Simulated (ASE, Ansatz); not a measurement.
# Electronic structure of generalised stacking fault on (111) (glide set) of a Ge-Si solid solution (72 atoms), part 2 of 2

Aim: energy, forces, charges and density of states of generalised stacking fault on (111) (glide set) of a Ge-Si solid solution (72 atoms) at a fixed geometry.

Ansatz 0.2.0; Kohn-Sham DFT, r2SCAN, PAW (set soft_2), plane waves.

The cell: 51 Ge and 21 Si. The host structure and its lattice constant were typed by rule, without a check against the phase diagram.

So far. Step 2 (Plane-wave single point): Forces differ by site in this geometry: Si atoms with 3 neighbours bear 1.1 eV/Å on average, against 0.45 eV/Å for those with 4. Mean intrinsic-atomic-orbital charges: Ge -0.02, Si +0.06 e. Charges this small depend on the projection, at times even in sign.

### Step 3. Local order

Bonds and neighbours are counted at the geometry of the runs.

Density 4.48 g/cm³, 22.08 Å³ an atom.

Pair distribution functions g(r), in bins of 0.1 Å:

| r (Å) | total | Ge-Ge | Ge-Si | Si-Si |
| --- | --- | --- | --- | --- |
| 2.15 | 0.00 | 0.00 | 0.00 | 0.00 |
| 2.25 | 1.18 | 0.20 | 1.91 | 3.48 |
| 2.35 | 0.78 | 1.21 | 0.42 | 0.00 |
| 2.45 | 9.70 | 10.70 | 8.63 | 8.78 |
| 2.55 | 0.00 | 0.00 | 0.00 | 0.00 |
| 2.65 | 0.00 | 0.00 | 0.00 | 0.00 |
| 2.75 | 0.00 | 0.00 | 0.00 | 0.00 |
| 2.85 | 0.00 | 0.00 | 0.00 | 0.00 |
| 2.95 | 0.00 | 0.00 | 0.00 | 0.00 |
| 3.05 | 0.00 | 0.00 | 0.00 | 0.00 |
| 3.15 | 0.00 | 0.00 | 0.00 | 0.00 |
| 3.25 | 0.00 | 0.00 | 0.00 | 0.00 |
| 3.35 | 0.00 | 0.00 | 0.00 | 0.00 |
| 3.45 | 0.00 | 0.00 | 0.00 | 0.00 |
| 3.55 | 0.46 | 0.15 | 0.56 | 1.80 |
| 3.65 | 0.00 | 0.00 | 0.00 | 0.00 |
| 3.75 | 0.00 | 0.00 | 0.00 | 0.00 |
| 3.85 | 0.00 | 0.00 | 0.00 | 0.00 |
| 3.95 | 13.10 | 13.20 | 13.00 | 12.80 |
| 4.05 | 0.00 | 0.00 | 0.00 | 0.00 |
| 4.15 | 0.00 | 0.00 | 0.00 | 0.00 |
| 4.25 | 0.00 | 0.00 | 0.00 | 0.00 |
| 4.35 | 0.31 | 0.20 | 0.43 | 0.30 |
| 4.45 | 0.00 | 0.00 | 0.00 | 0.00 |
| 4.55 | 0.02 | 0.05 | 0.00 | 0.00 |
| 4.65 | 8.57 | 9.07 | 8.25 | 7.23 |
| 4.75 | 0.00 | 0.00 | 0.00 | 0.00 |
| 4.85 | 0.50 | 0.41 | 0.41 | 1.47 |
| 4.95 | 0.00 | 0.00 | 0.00 | 0.00 |
| 5.05 | 0.00 | 0.00 | 0.00 | 0.00 |
| 5.15 | 0.16 | 0.14 | 0.18 | 0.21 |
| 5.25 | 0.27 | 0.18 | 0.35 | 0.42 |
| 5.35 | 0.41 | 0.14 | 0.50 | 1.61 |
| 5.45 | 0.00 | 0.00 | 0.00 | 0.00 |
| 5.55 | 2.07 | 2.29 | 1.86 | 1.85 |
| 5.65 | 0.74 | 0.71 | 0.86 | 0.36 |
| 5.75 | 0.00 | 0.00 | 0.00 | 0.00 |
| 5.85 | 0.11 | 0.06 | 0.20 | 0.00 |
| 5.95 | 0.24 | 0.17 | 0.30 | 0.33 |
| 6.05 | 3.19 | 3.43 | 2.95 | 2.97 |
| 6.15 | 1.61 | 1.84 | 1.35 | 1.53 |
| 6.25 | 0.60 | 0.30 | 0.97 | 0.59 |
| 6.35 | 0.00 | 0.00 | 0.00 | 0.00 |
| 6.45 | 0.00 | 0.00 | 0.00 | 0.00 |

Bonds by pair of elements; cutoffs follow the first minimum of g(r), held within bounds set by covalent radii, and pairs that aren't listed don't count as bonded:

| pair A-B | cutoff (Å) | bonds | mean length (Å) | spread (Å) | shortest (Å) | B about A | A about B |
| --- | --- | --- | --- | --- | --- | --- | --- |
| Ge-Ge | 2.83 | 73 | 2.42 | 0.029 | 2.21 | 2.86 | 2.86 |
| Ge-Si | 2.83 | 53 | 2.39 | 0.071 | 2.20 | 1.04 | 2.52 |
| Si-Si | 2.83 | 12 | 2.37 | 0.092 | 2.21 | 1.14 | 1.14 |

How many atoms have how many bonded neighbours:

| element | mean | 3 | 4 |
| --- | --- | --- | --- |
| Ge | 3.90 | 5 | 46 |
| Si | 3.67 | 7 | 14 |

Bond angles (no mean is given where the spread exceeds 20°):

| angle | count | mean (°) | spread (°) |
| --- | --- | --- | --- |
| Ge-Ge-Ge | 160 | 110 | 1 |
| Ge-Ge-Si | 112 | 110 | 2.8 |
| Ge-Si-Ge | 49 | 111 | 3.3 |
| Ge-Si-Si | 48 | 112 | 5.6 |
| Si-Ge-Si | 19 | 113 | 6 |

Bond length by coordination (bonds to H left out):

| element | coordination | atoms | mean bond length (Å) |
| --- | --- | --- | --- |
| Ge | 3 | 5 | 2.29 |
| Ge | 4 | 46 | 2.42 |
| Si | 3 | 7 | 2.29 |
| Si | 4 | 14 | 2.42 |

Rings of the network by King's shortest-path rule, up to 12 atoms, one path for each pair of neighbours; H, halogens, alkali and alkaline-earth atoms are left out, and the last column divides by all other atoms, bonded or not:

| ring size (atoms) | rings | per network atom |
| --- | --- | --- |
| 6 | 111 | 1.54 |
| 8 | 8 | 0.111 |

Counting bonds as in the table, 90 % of Ge atoms have 4 and 67 % of Si atoms have 4 bonded neighbours. The Ge-Ge-Ge angle averages 110° with a spread of 1.0°. Rings of 6 atoms are the most common (93 % of those counted); sizes run from 6 to 8.

A closer look about Ge33, whose charge lies farthest from its element's mean: 17 atoms, nearest first, numbered in the order of the input, with positions taken from that point.

| atom | x | y | z | distance (Å) | bonds | intrinsic-atomic-orbital charge (e) | Fx | Fy | Fz (eV/Å) |
| --- | --- | --- | --- | --- | --- | --- | --- | --- | --- |
| Ge33 | 0.00 | 0.00 | 0.00 | 0.00 | 3 | -0.12 | -0.02 | -0.15 | 1.16 |
| Si32 | 0.00 | 1.97 | -1.02 | 2.22 | 3 | 0.07 | 0.04 | 0.41 | -0.93 |
| Si68 | 0.01 | -1.98 | -1.01 | 2.23 | 3 | 0.04 | 0.04 | -0.33 | -0.82 |
| Si34 | 0.01 | 0.00 | 2.42 | 2.42 | 4 | 0.08 | -0.33 | 0.46 | -0.03 |
| Si72 | 3.42 | 0.01 | -1.01 | 3.57 | 3 | 0.04 | 0.00 | 0.40 | -0.75 |
| Si72 | -3.43 | 0.01 | -1.01 | 3.58 | 3 | 0.04 | 0.00 | 0.40 | -0.75 |
| Ge37 | -3.40 | -1.97 | 0.01 | 3.93 | 3 | -0.08 | 0.01 | 0.41 | 0.66 |
| Si11 | 0.00 | -3.95 | 0.00 | 3.95 | 3 | 0.01 | 0.00 | 0.46 | 1.28 |
| Ge39 | -1.15 | -1.96 | 3.23 | 3.95 | 4 | -0.04 | 0.58 | -0.22 | -0.36 |
| Si7 | -1.16 | 1.98 | 3.22 | 3.95 | 4 | 0.08 | 0.37 | -0.36 | 0.05 |
| Si5 | -3.42 | 1.99 | 0.00 | 3.95 | 3 | 0.04 | -0.04 | -0.56 | 0.66 |
| Ge67 | 0.00 | -1.98 | -3.43 | 3.96 | 4 | -0.01 | -0.02 | 0.13 | 0.56 |
| Ge35 | 2.28 | 0.00 | 3.23 | 3.96 | 4 | -0.01 | -0.36 | 0.06 | -0.35 |
| Si5 | 3.43 | 1.99 | 0.00 | 3.96 | 3 | 0.04 | -0.04 | -0.56 | 0.66 |
| Ge31 | 0.00 | 2.01 | -3.43 | 3.97 | 4 | -0.04 | 0.29 | -0.06 | 0.38 |
| Ge1 | -0.01 | 3.97 | 0.00 | 3.97 | 3 | -0.05 | -0.05 | -1.07 | 1.06 |
| Ge37 | 3.45 | -1.97 | 0.01 | 3.97 | 3 | -0.08 | 0.01 | 0.41 | 0.66 |

The column of bonds counts only the pairs Ge-Ge within 2.83 Å, Ge-Si within 2.83 Å, Si-Si within 2.83 Å; other neighbours, such as metal atoms beside each other in a compound, aren't counted, and periodic images can show an atom twice.

### Step 4. Outcome

```json
{
  "free energy per atom": "-3234.0837 eV/atom",
  "density": "4.485 g/cm³",
  "pressure": "1.147 GPa",
  "r.m.s. force component": "0.366 eV/Å",
  "gap (highest filled to lowest empty level)": "0.3174 eV",
  "wall time of the 1 DFT run": "80 s"
}
```

**Reading.** Filled and empty levels are parted by 0.317 eV on the run's k-points; the mesh holds the band edges only if they fold onto it, so the gap at this level can be narrower or closed, while semilocal functionals tend to narrow gaps against experiment. Forces differ by site in this geometry: Si atoms with 3 neighbours bear 1.1 eV/Å on average, against 0.45 eV/Å for those with 4. Counting bonds as in the table, 90 % of Ge atoms have 4 and 67 % of Si atoms have 4 bonded neighbours.

What to keep in mind: The geometry was built by rule, was displaced at random and isn't relaxed at this level: its force components are 0.37 eV/Å r.m.s. The stress is far from hydrostatic: its diagonal is -1.6, 5.3, -0.3 GPa, compression counted positive.

[Logs are printed without paths, hosts, clocks, repeated set-up lines and the standing remarks that a program may print on its own settings, such as how far it seeks lower states.]

[Hosts, paths, dates, database ids (printed as entryN), source tags and the programs' standing remarks are cut or masked in the printed files.]
